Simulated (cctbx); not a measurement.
# Diagnosing a refinement

Cell a = 6.9120 Å, b = 4.2370 Å, c = 8.4750 Å, α = 90.00°, β = 90.00°, γ = 90.00°; space group Pnma (no. 62). The compound is TbMgCu.

Simulated single-crystal data (cctbx): Mo Kα, λ = 0.71073 Å, to d = 0.65 Å, 80 % of the full sphere, strongest reflection 20000 counts, noise from counting, a 4 % proportional error and a noise floor of 4 counts (s.d.); no absorption.

An isotropic refinement with weights 1/σ² prints:

```text
Rint 0.038, 525 unique reflections to 0.65 A
cycle     R1     wR2    GooF  max shift (A)
   1  0.0940  0.2371   7.464   0.15286
  12  0.0129  0.0325   1.023   0.00179
final R1 0.0129 wR2 0.0325 GooF 1.023  parameters 12  data/parameter 43.8
atom        x        y        z      Ueq    occ   su(xyz)  su(Uiso or U11)
Tb1    0.95679  0.75000  0.31807   0.0138  1.000  0.00002  0.0001
Cu1    0.74693  0.75000  0.63272   0.0172  1.000  0.00007  0.0001
Mg1    0.85234  0.75000  0.94084   0.0266  1.000  0.00025  0.0003
Mg2    0.58966  0.25000  0.75126   1.0000  1.000  0.01442  0.0622
difference map: max 0.81 min -0.85 rms 0.22
Q1    0.1555  0.7500  0.5391    4    0.86  1.37 A from Mg1
Q2    0.1882  0.0010  0.0444    8    0.72  1.10 A from Mg1
Q3    0.1902  0.2500  0.0080    4    0.72  0.52 A from Mg1
Q4    0.0000  0.0000  0.5000    4    0.69  1.89 A from Tb1
Q5    0.2075  0.2500  0.2421    4    0.68  1.11 A from Cu1
Q6    0.2136  0.2500  0.1578    4    0.64  0.95 A from Mg1
```

**Question.** Can this result stand? If not, what is the likely fault?

Mend it. The fault: spurious atom: Mg2. Against the right model at the same level, R1 goes from 0.0119 to 0.0129 and GooF from 0.89 to 1.02 and Mg2 takes U = the program's ceiling. A site with no density behind it hides by a very large U or drifts.

The compound is TbMgCu. The right model at the same level gives:

```text
Rint 0.038, 525 unique reflections to 0.65 A
cycle     R1     wR2    GooF  max shift (A)
   1  0.2197  0.5139  16.131   0.06019
   2  0.0119  0.0284   0.890   0.00012
final R1 0.0119 wR2 0.0284 GooF 0.890  parameters 9  data/parameter 58.3
atom        x        y        z      Ueq    occ   su(xyz)  su(Uiso or U11)
Tb1    0.95679  0.75000  0.31807   0.0139  1.000  0.00002  0.0001
Cu1    0.74692  0.75000  0.63272   0.0174  1.000  0.00006  0.0001
Mg1    0.85234  0.75000  0.94084   0.0267  1.000  0.00022  0.0003
difference map: max 0.69 min -0.67 rms 0.18
Q1    0.1553  0.7500  0.5388    4    0.74  1.37 A from Mg1
Q2    0.1879  0.9999  0.0452    8    0.61  1.10 A from Mg1
Q3    0.2079  0.2500  0.2425    4    0.60  1.10 A from Cu1
Q4    0.0000  0.0000  0.5000    4    0.60  1.89 A from Tb1
Q5    0.1645  0.7500  0.7894    4    0.59  0.87 A from Cu1
Q6    0.0391  0.7500  0.3411    4    0.59  0.60 A from Tb1
```

Isotropic U is held between 0.0001 and 1 Å² by the program, and listed peak heights are interpolated, so they can pass the grid's maximum.

The model is made up (kin elements in a known structure type, no relaxation), so it says nothing on whether the phase exists.

[Middle refinement cycles are left out of these outputs.]

[Logs are printed without paths, hosts, clocks, repeated set-up lines and the standing remarks that a program may print on its own settings, such as how far it seeks lower states.]
